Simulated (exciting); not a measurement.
# O K-edge absorption of BaSO4, all-electron BSE

Wanted: the near-edge spectrum and the bound core excitons at the O K edge of BaSO4.

Main program and level: exciting sodium; X-ray absorption, core-level Bethe-Salpeter equation, exchange and statically screened direct term, Tamm-Dancoff, all-electron LAPW+lo LDA.

## (1) Set-up

The structure is cubic, space group F-43m (No. 216). Conventional cell: a = 7.398 Å, b = 7.398 Å, c = 7.398 Å, α = 90.00°, β = 90.00°, γ = 90.00°. Nearest to Ba lie 12 O at 3.09 Å. Nearest to S lie 4 O at 1.49 Å. Nearest to O lie 1 S at 1.49 Å and 3 Ba at 3.09 Å. Farther neighbours and most contacts between anions are not listed.

Structure file:

```xyz
6
Lattice="0.0000 3.6988 3.6988 3.6988 0.0000 3.6988 3.6988 3.6988 0.0000" Properties=species:S:1:pos:R:3 pbc="T T T"
Ba    3.6988    3.6988    3.6988
S     0.0000    0.0000    0.0000
O     6.5366    6.5366    6.5366
O     6.5366    4.5598    4.5598
O     4.5598    4.5598    6.5366
O     4.5598    6.5366    4.5598
```

Differences between curves are given as r.m.s. difference over r.m.s. height.

## (2) The self-consistent potential

The species files are the program's own, with muffin-tin radii set in the input.

input.xml reads:

```
<input>
  <title>BaSO4</title>
  <structure speciespath="." autormt="false" epslat="1.0e-5">
    <crystal>
      <basevect>0.0000000000 6.9896811940 6.9896811940</basevect>
      <basevect>6.9896811940 0.0000000000 6.9896811940</basevect>
      <basevect>6.9896811940 6.9896811940 0.0000000000</basevect>
    </crystal>
    <species speciesfile="Ba.xml" rmt="2.074">
      <atom coord="0.5000000000 0.5000000000 0.5000000000"/>
    </species>
    <species speciesfile="S.xml" rmt="1.367">
      <atom coord="0.0000000000 0.0000000000 0.0000000000"/>
    </species>
    <species speciesfile="O.xml" rmt="1.367">
      <atom coord="0.8836120000 0.8836120000 0.8836120000"/>
      <atom coord="0.3491640000 0.8836120000 0.8836120000"/>
      <atom coord="0.8836120000 0.8836120000 0.3491640000"/>
      <atom coord="0.8836120000 0.3491640000 0.8836120000"/>
    </species>
  </structure>
  <groundstate do="fromscratch" xctype="LDA_PW" ngridk="3 3 3" rgkmax="7" gmaxvr="14" nempty="8" swidth="0.001" maxscl="100" epsengy="1e-5"/>
</input>
```

Started as:

```sh
$ OMP_NUM_THREADS=1 mpirun -n 4 exciting
```

Numbers of over 12 decimals in the logs are rounded to 6 here.

The program printed:

```text
EXCITING SODIUM started
********************************************************************************
* Ground-state run starting from atomic densities                              *
********************************************************************************
+ Starting initialization                                                      +
[... lattice and species ...]
 Spin treatment                             :    spin-unpolarised
 Number of Bravais lattice symmetries       :      48
[...]
valence-band maximum at    2      0.3333  0.0000  0.0000
     conduction-band minimum at    1      0.0000  0.0000  0.0000
+ Self-consistent loop stopped                                                 +
 STATE.OUT is written
********************************************************************************
* Groundstate module stopped                                                   *
********************************************************************************
 Total time spent (seconds)                 :       175.60
| EXCITING SODIUM stopped                                                      =
[key lines of the parts left out:]
Total energy                               :     -8830.56311965
Fermi energy                               :         0.19410958
```

Elapsed: 3 min, on 4 MPI ranks of Arm Neoverse V2, shared host.

The mesh shows a gap of 4.17 eV. Core levels (Dirac, from the valence top):

| atom | level | energy (eV) |
| --- | --- | --- |
| O | 1s1/2 | -500.4 |

## (3) A richer basis for the empty states

Each species file gets more local orbitals, built from u and its energy derivative at 0.15 Ha and u at 0.9 Ha.

input.xml is that of step 2.

SPECIES.xml, added lines reads:

```
<lo l="L">  <!-- L = 0, 1, 2, and 3 from Cs on -->
  <wf matchingOrder="0" trialEnergy="0.1500" searchE="false"/>
  <wf matchingOrder="1" trialEnergy="0.1500" searchE="false"/>
  <wf matchingOrder="0" trialEnergy="0.9000" searchE="false"/>
</lo>
```

Started as:

```sh
$ OMP_NUM_THREADS=1 mpirun -n 4 exciting
```

The program printed:

```text
EXCITING SODIUM started
********************************************************************************
* Ground-state run starting from atomic densities                              *
********************************************************************************
+ Starting initialization                                                      +
[... lattice and species ...]
 Spin treatment                             :    spin-unpolarised
 Number of Bravais lattice symmetries       :      48
[...]
valence-band maximum at    2      0.3333  0.0000  0.0000
     conduction-band minimum at    1      0.0000  0.0000  0.0000
+ Self-consistent loop stopped                                                 +
 STATE.OUT is written
********************************************************************************
* Groundstate module stopped                                                   *
********************************************************************************
 Total time spent (seconds)                 :       186.10
| EXCITING SODIUM stopped                                                      =
[key lines of the parts left out:]
Total energy                               :     -8830.56691069
Fermi energy                               :         0.19454555
```

Elapsed: 3.1 min, on 4 MPI ranks.

Against the first ground state the total energy moves by -17 meV an atom and the gap by -0.01 eV.

## (4) Screening, kernels and BSE for O atom 3

The absorber has 1 S at 1.49 Å (terminal, site symmetry 3m).

Edit input.xml of step 3 so:

```diff
@@ -21,3 +21,20 @@
   </structure>
-  <groundstate do="fromscratch" xctype="LDA_PW" ngridk="3 3 3" rgkmax="7" gmaxvr="14" nempty="8" swidth="0.001" maxscl="100" epsengy="1e-5"/>
+  <groundstate do="skip" xctype="LDA_PW" ngridk="3 3 3" rgkmax="7" gmaxvr="14" nempty="8" swidth="0.001" maxscl="100" epsengy="1e-5"/>
+  <xs xstype="BSE" ngridk="3 3 3" ngridq="3 3 3" vkloff="0.097 0.273 0.493" rgkmax="7" nempty="51" gqmax="3" lmaxapwwf="5" lmaxemat="2" broad="0.01654" tevout="true">
+    <energywindow intv="18.097 19.714" points="439"/>
+    <screening screentype="full" nempty="77"/>
+    <BSE xas="true" xasspecies="3" xasatom="1" xasedge="K" bsetype="singlet" nstlxas="1 47"/>
+    <qpointset>
+      <qpoint>0 0 0</qpoint>
+    </qpointset>
+    <plan>
+      <doonly task="xsgeneigvec"/>
+      <doonly task="writepmatxs"/>
+      <doonly task="scrgeneigvec"/>
+      <doonly task="scrwritepmat"/>
+      <doonly task="screen"/>
+      <doonly task="scrcoulint"/>
+      <doonly task="exccoulint"/>
+    </plan>
+  </xs>
 </input>
```

input.xml for the last start (plan only) reads:

```
  <plan>
    <doonly task="bse"/>
  </plan>
```

Started as:

```sh
$ OMP_NUM_THREADS=1 mpirun -n 4 exciting
$ OMP_NUM_THREADS=4 exciting
```

The program printed:

```text
| EXCITING SODIUM started for task xsgeneigvec ( 301)                          =
One-shot GS runs for BSE calculations
One-shot GS runs for k+qmt/2 grids
Info(xsgeneigvec): Generating eigenvectors for Q-point      1
Info(xsgeneigvec): Generation of eigenvectors finished
| EXCITING SODIUM started for task writepmatxs ( 320)                          =
Info(writepmatxs): Momentum matrix elements finished
| EXCITING SODIUM started for task scrgeneigvec ( 401)                         =
One-shot GS runs for BSE calculations
One-shot GS runs for k+qmt/2 grids
[...]
Info(setup_bse_block): Setting up RR part of hamiltonian
Info(setup_bse_block): Singlet spin state
Info(bse): Diagonalizing RR Hamiltonian (TDA)
Info(bse): Invoking Lapack routine ZHEEVR
      2538 eigen solutions found in the interval:
         i1=       1 i2=    2538
Info(bse): Writing excition energies and oscillator strengths to text file.
Info(makespectrum_dist): Making spectrum using formula for coupling with time reversed AR basis.
Info(makespectrum_dist): Using formalism for vanishing momentum transfer.
Info(writederived): Writing quantities derived from the macroscopic dielectric function.
Info(bselauncher): Spectrum finished for iqmt=  1
Info(bselauncher): All done for BSE type singlet
```

Wall time 19 min (4 MPI ranks).

Wall time by task: xsgeneigvec 60 s, writepmatxs 13 s, scrgeneigvec 59 s, scrwritepmat 8.2 s, screen 3 min, scrcoulint 5.5 min, exccoulint 7.8 min, bse 25 s.

The O K spectrum of O atom 3 (energy from the Kohn–Sham onset, core level to the lowest empty state found on the meshes used, 504.43 eV; the ground-state mesh sets it, and the shifted mesh has its lowest transition 0.29 eV above it; Im ε scaled to the maximum of the singlet run; cut below the end of the band set):

| E (eV) | Im ε |
| --- | --- |
| -4.5 | 0.02 |
| -4.0 | 0.03 |
| -3.5 | 0.04 |
| -3.0 | 0.05 |
| -2.5 | 0.08 |
| -2.0 | 0.13 |
| -1.5 | 0.28 |
| -1.0 | 0.57 |
| -0.5 | 0.72 |
| 0.0 | 0.85 |
| 0.5 | 0.93 |
| 1.0 | 0.87 |
| 1.5 | 0.57 |
| 2.0 | 0.42 |
| 2.5 | 0.25 |
| 3.0 | 0.19 |
| 3.5 | 0.19 |
| 4.0 | 0.17 |
| 4.5 | 0.12 |
| 5.0 | 0.10 |
| 5.5 | 0.09 |
| 6.0 | 0.10 |
| 6.5 | 0.12 |
| 7.0 | 0.13 |
| 7.5 | 0.12 |
| 8.0 | 0.15 |
| 8.5 | 0.25 |
| 9.0 | 0.24 |
| 9.5 | 0.20 |
| 10.0 | 0.19 |
| 10.5 | 0.18 |
| 11.0 | 0.16 |
| 11.5 | 0.15 |
| 12.0 | 0.13 |
| 12.5 | 0.12 |
| 13.0 | 0.10 |
| 13.5 | 0.10 |
| 14.0 | 0.12 |
| 14.5 | 0.14 |
| 15.0 | 0.12 |
| 15.5 | 0.12 |
| 16.0 | 0.13 |
| 16.5 | 0.12 |
| 17.0 | 0.10 |
| 17.5 | 0.10 |
| 18.0 | 0.09 |
| 18.5 | 0.08 |
| 19.0 | 0.07 |
| 19.5 | 0.07 |

Maxima (height): 0.7 eV (1.00) and 8.7 eV (0.28).

The Hamiltonian has 2538 rows. The lowest groups of eigenvalues and the brightest ones, on the scale above (the program counts from the shifted mesh's onset, 0.29 eV higher). Core spinors bring spin-forbidden partners, so dark means forbidden by spin or by symmetry, and the shifted mesh splits states that symmetry would keep together:

| energy (eV) | states within 10 meV | relative strength |
| --- | --- | --- |
| -1.232 | 1 | dark |
| -1.214 | 1 | 0.49 |
| -0.858 | 1 | dark |
| -0.843 | 2 | 0.81 |
| -0.820 | 1 | 0.84 |
| -0.515 | 2 | 0.28 |
| -0.001 | 1 | 0.45 |
| 0.657 | 3 | 0.85 |
| 0.672 | 1 | 0.56 |
| 0.690 | 1 | 1.00 |

## (5) Independent particles

Edit input.xml of step 4 so:

```diff
@@ -25,3 +25,3 @@
     <screening screentype="full" nempty="77"/>
-    <BSE xas="true" xasspecies="3" xasatom="1" xasedge="K" bsetype="singlet" nstlxas="1 47"/>
+    <BSE xas="true" xasspecies="3" xasatom="1" xasedge="K" bsetype="IP" nstlxas="1 47"/>
     <qpointset>
@@ -30,9 +30,3 @@
     <plan>
-      <doonly task="xsgeneigvec"/>
-      <doonly task="writepmatxs"/>
-      <doonly task="scrgeneigvec"/>
-      <doonly task="scrwritepmat"/>
-      <doonly task="screen"/>
-      <doonly task="scrcoulint"/>
-      <doonly task="exccoulint"/>
+      <doonly task="bse"/>
     </plan>
```

Started as:

```sh
$ OMP_NUM_THREADS=4 exciting
```

The program printed:

```text
| EXCITING SODIUM started for task bse ( 445)                                  =
Info(bselauncher): Init time:    1.055150
Info(bselauncher): Setting up and diagonalizing BSE Hamiltonian.
Info(bselauncher): Using momentum transfer vectors from list :   1 to  1
Info(bselauncher): Distributing qmt-points over   1 processes.
Info(bselauncher): BSE type: IP
Info(bselauncher): Momentum transfer list index: iqmt=  1
Info(bselauncher): Momentum transfer: vqmtl=   0.000   0.000   0.000
Info(bse): Inspecting occupations...
Info(setranges_modxs): Number of non-reduced k-points:       27
[...]
highest unoccupied state:  72
  Opening gap with a scissor of:      0.000/H      0.000/eV
Info(select_transitions): Number of participating transitions:    2538
Info(bse): Selecting transitions...
Info(bse):bsegap (eV):   504.719343
Info(bse): IP requested, nothing much to do
Info(bse): Writing excition energies and oscillator strengths to text file.
Info(makespectrum_dist): Making spectrum using formula for coupling with time reversed AR basis.
Info(makespectrum_dist): Using formalism for vanishing momentum transfer.
Info(writederived): Writing quantities derived from the macroscopic dielectric function.
Info(bselauncher): Spectrum finished for iqmt=  1
Info(bselauncher): All done for BSE type IP
```

Wall time 3 s (4 threads).

Maxima (height): 5.2 eV (0.75), 5.9 eV (0.78), 12.3 eV (0.29), 15.9 eV (0.18) and 17.7 eV (0.22). Against the singlet run the r.m.s. difference is 105 %. Moving the earlier curve by +5.0 eV leaves 31 %. The highest maximum lies at 5.9 eV (0.78), against 0.7 eV (1.00).

## (6) Exchange alone

Edit input.xml of step 5 so:

```diff
@@ -25,3 +25,3 @@
     <screening screentype="full" nempty="77"/>
-    <BSE xas="true" xasspecies="3" xasatom="1" xasedge="K" bsetype="IP" nstlxas="1 47"/>
+    <BSE xas="true" xasspecies="3" xasatom="1" xasedge="K" bsetype="RPA" nstlxas="1 47"/>
     <qpointset>
```

Started as:

```sh
$ OMP_NUM_THREADS=4 exciting
```

The program printed:

```text
| EXCITING SODIUM started for task bse ( 445)                                  =
Info(bselauncher): Init time:    1.020721
Info(bselauncher): Setting up and diagonalizing BSE Hamiltonian.
Info(bselauncher): Using momentum transfer vectors from list :   1 to  1
Info(bselauncher): Distributing qmt-points over   1 processes.
Info(bselauncher): BSE type: RPA
Info(bselauncher): Momentum transfer list index: iqmt=  1
Info(bselauncher): Momentum transfer: vqmtl=   0.000   0.000   0.000
Info(bse): Inspecting occupations...
Info(setranges_modxs): Number of non-reduced k-points:       27
[...]
Info(setup_bse_block): Setting up RR part of hamiltonian
Info(setup_bse_block): Using RPA approximation
Info(bse): Diagonalizing RR Hamiltonian (TDA)
Info(bse): Invoking Lapack routine ZHEEVR
      2538 eigen solutions found in the interval:
         i1=       1 i2=    2538
Info(bse): Writing excition energies and oscillator strengths to text file.
Info(makespectrum_dist): Making spectrum using formula for coupling with time reversed AR basis.
Info(makespectrum_dist): Using formalism for vanishing momentum transfer.
Info(writederived): Writing quantities derived from the macroscopic dielectric function.
Info(bselauncher): Spectrum finished for iqmt=  1
Info(bselauncher): All done for BSE type RPA
```

The job ended after 12 s (4 threads).

Maxima (height): 6.0 eV (0.80), 12.3 eV (0.29), 15.9 eV (0.19) and 17.7 eV (0.22). Against the independent-particle run the r.m.s. difference is 5 %.

## (7) Direct term alone

Edit input.xml of step 6 so:

```diff
@@ -25,3 +25,3 @@
     <screening screentype="full" nempty="77"/>
-    <BSE xas="true" xasspecies="3" xasatom="1" xasedge="K" bsetype="RPA" nstlxas="1 47"/>
+    <BSE xas="true" xasspecies="3" xasatom="1" xasedge="K" bsetype="triplet" nstlxas="1 47"/>
     <qpointset>
```

Started as:

```sh
$ OMP_NUM_THREADS=4 exciting
```

The program printed:

```text
| EXCITING SODIUM started for task bse ( 445)                                  =
Info(bselauncher): Init time:    1.012090
Info(bselauncher): Setting up and diagonalizing BSE Hamiltonian.
Info(bselauncher): Using momentum transfer vectors from list :   1 to  1
Info(bselauncher): Distributing qmt-points over   1 processes.
Info(bselauncher): BSE type: triplet
Info(bselauncher): Momentum transfer list index: iqmt=  1
Info(bselauncher): Momentum transfer: vqmtl=   0.000   0.000   0.000
Info(bse): Inspecting occupations...
[...]
Info(setup_bse_block): Setting up RR part of hamiltonian
Info(setup_bse_block): Triplet spin state
Info(bse): Diagonalizing RR Hamiltonian (TDA)
Info(bse): Invoking Lapack routine ZHEEVR
      2538 eigen solutions found in the interval:
         i1=       1 i2=    2538
Info(bse): Writing excition energies and oscillator strengths to text file.
Info(makespectrum_dist): Making spectrum using formula for coupling with time reversed AR basis.
Info(makespectrum_dist): Using formalism for vanishing momentum transfer.
Info(writederived): Writing quantities derived from the macroscopic dielectric function.
Info(bselauncher): Spectrum finished for iqmt=  1
Info(bselauncher): All done for BSE type triplet
```

It took 10 s on 4 threads.

Maxima (height): -0.2 eV (0.88), 0.6 eV (0.98) and 8.7 eV (0.27). Against the singlet run the r.m.s. difference is 7 %.

## (8) A changed run

In this try the input is made faulty on purpose, to show what that does.

Edit input.xml of step 7 so:

```diff
@@ -24,4 +24,4 @@
     <energywindow intv="18.097 19.714" points="439"/>
-    <screening screentype="full" nempty="77"/>
-    <BSE xas="true" xasspecies="3" xasatom="1" xasedge="K" bsetype="triplet" nstlxas="1 47"/>
+    <screening screentype="full" nempty="8"/>
+    <BSE xas="true" xasspecies="3" xasatom="1" xasedge="K" bsetype="singlet" nstlxas="1 47"/>
     <qpointset>
@@ -30,3 +30,6 @@
     <plan>
-      <doonly task="bse"/>
+      <doonly task="scrgeneigvec"/>
+      <doonly task="scrwritepmat"/>
+      <doonly task="screen"/>
+      <doonly task="scrcoulint"/>
     </plan>
```

input.xml for the last start (plan only) reads:

```
  <plan>
    <doonly task="bse"/>
  </plan>
```

Started as:

```sh
$ OMP_NUM_THREADS=1 mpirun -n 4 exciting
$ OMP_NUM_THREADS=4 exciting
```

The program printed:

```text
| EXCITING SODIUM started for task scrgeneigvec ( 401)                         =
One-shot GS runs for BSE calculations
One-shot GS runs for k+qmt/2 grids
Info(xsgeneigvec): Generating eigenvectors for Q-point      1
Using screening GS parameters.
Info(xsgeneigvec): Generation of eigenvectors finished
| EXCITING SODIUM started for task scrwritepmat ( 420)                         =
Info(writepmatxs): Momentum matrix elements finished
Info(scrwritepmat): Momentum matrix elements for screening finished
| EXCITING SODIUM started for task screen ( 430)                               =
[...]
Info(setup_bse_block): Setting up RR part of hamiltonian
Info(setup_bse_block): Singlet spin state
Info(bse): Diagonalizing RR Hamiltonian (TDA)
Info(bse): Invoking Lapack routine ZHEEVR
      2538 eigen solutions found in the interval:
         i1=       1 i2=    2538
Info(bse): Writing excition energies and oscillator strengths to text file.
Info(makespectrum_dist): Making spectrum using formula for coupling with time reversed AR basis.
Info(makespectrum_dist): Using formalism for vanishing momentum transfer.
Info(writederived): Writing quantities derived from the macroscopic dielectric function.
Info(bselauncher): Spectrum finished for iqmt=  1
Info(bselauncher): All done for BSE type singlet
```

The job ended after 7.9 min (4 MPI ranks).

The input has a fault: far too few empty states in the screening. Against the singlet run the r.m.s. difference is 95 %. Moving the earlier curve by -2.1 eV leaves 26 %. The highest maximum lies at -1.7 eV (1.30), against 0.7 eV (1.00). The first bright state moves from -1.21 to -2.58 eV. Too few states underscreen, so the attraction is too strong.

| E (eV) | first run | this run |
| --- | --- | --- |
| -6.0 | 0.01 | 0.03 |
| -5.0 | 0.02 | 0.05 |
| -4.0 | 0.03 | 0.12 |
| -3.0 | 0.05 | 0.55 |
| -2.0 | 0.13 | 1.04 |
| -1.0 | 0.57 | 0.65 |
| 0.0 | 0.85 | 0.54 |
| 1.0 | 0.87 | 0.22 |
| 2.0 | 0.42 | 0.13 |
| 3.0 | 0.19 | 0.12 |
| 4.0 | 0.17 | 0.09 |
| 5.0 | 0.10 | 0.07 |
| 6.0 | 0.10 | 0.10 |
| 7.0 | 0.13 | 0.11 |
| 8.0 | 0.15 | 0.22 |
| 9.0 | 0.24 | 0.15 |
| 10.0 | 0.19 | 0.14 |
| 11.0 | 0.16 | 0.11 |
| 12.0 | 0.13 | 0.09 |
| 13.0 | 0.10 | 0.08 |
| 14.0 | 0.12 | 0.11 |
| 15.0 | 0.12 | 0.10 |
| 16.0 | 0.13 | 0.09 |
| 17.0 | 0.10 | 0.07 |
| 18.0 | 0.09 | 0.06 |
| 19.0 | 0.07 | 0.05 |

[end of part 1 of 2]

[Banner, clock and machine lines of the logs are left out without a mark of their own.]

[Logs are printed without paths, hosts, clocks, repeated set-up lines and the standing remarks that a program may print on its own settings, such as how far it seeks lower states.]

[Hosts, paths, dates, database ids (printed as entryN), source tags and the programs' standing remarks are cut or masked in the printed files.]
